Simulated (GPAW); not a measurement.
# Whose spectrum is this?

Method: GPAW, PBE, RPA, without spin-orbit coupling, line width 0.2 eV (Lorentzian); metals get a typed carrier damping. The response is along the first axis of the cell.

(E (eV), Im ε): (0.00, 0.00), (0.25, 0.00), (0.50, 0.01), (0.75, 0.01), (1.00, 0.02), (1.25, 0.02), (1.50, 0.03), (1.75, 0.03), (2.00, 0.04), (2.25, 0.04), (2.50, 0.05), (2.75, 0.06), (3.00, 0.07), (3.25, 0.08), (3.50, 0.09), (3.75, 0.10), (4.00, 0.12), (4.25, 0.14), (4.50, 0.16), (4.75, 0.20), (5.00, 0.25), (5.25, 0.36), (5.50, 0.61), (5.75, 1.04), (6.00, 1.99), (6.25, 1.78), (6.50, 2.28), (6.75, 3.08), (7.00, 2.65), (7.25, 3.11), (7.50, 3.29), (7.75, 3.65), (8.00, 3.62), (8.25, 4.16), (8.50, 4.46), (8.75, 4.41), (9.00, 5.12), (9.25, 5.67), (9.50, 5.99), (9.75, 6.45), (10.00, 7.19), (10.25, 9.23), (10.50, 10.32), (10.75, 13.13), (11.00, 18.78), (11.25, 17.06), (11.50, 17.09), (11.75, 19.06), (12.00, 13.13), (12.25, 8.73), (12.50, 6.80), (12.75, 6.22), (13.00, 6.35)

All candidates were run at this level. Which one is shown?
A. C (Fd-3m)
B. AlN (P6_3mc)
C. SiC (P6_3mc)
D. ZnS (P6_3mc)

A. C (Fd-3m): ε∞ = 5.78 along the first axis, strongest peak along the first axis at 11.69 eV. The others: SiC (P6_3mc), ε∞ = 6.61 along the first axis, strongest peak along the first axis at 6.93 eV; AlN (P6_3mc), ε∞ = 4.28 along the first axis, strongest peak along the first axis at 7.93 eV; ZnS (P6_3mc), ε∞ = 5.50 along the first axis, strongest peak along the first axis at 5.81 eV.
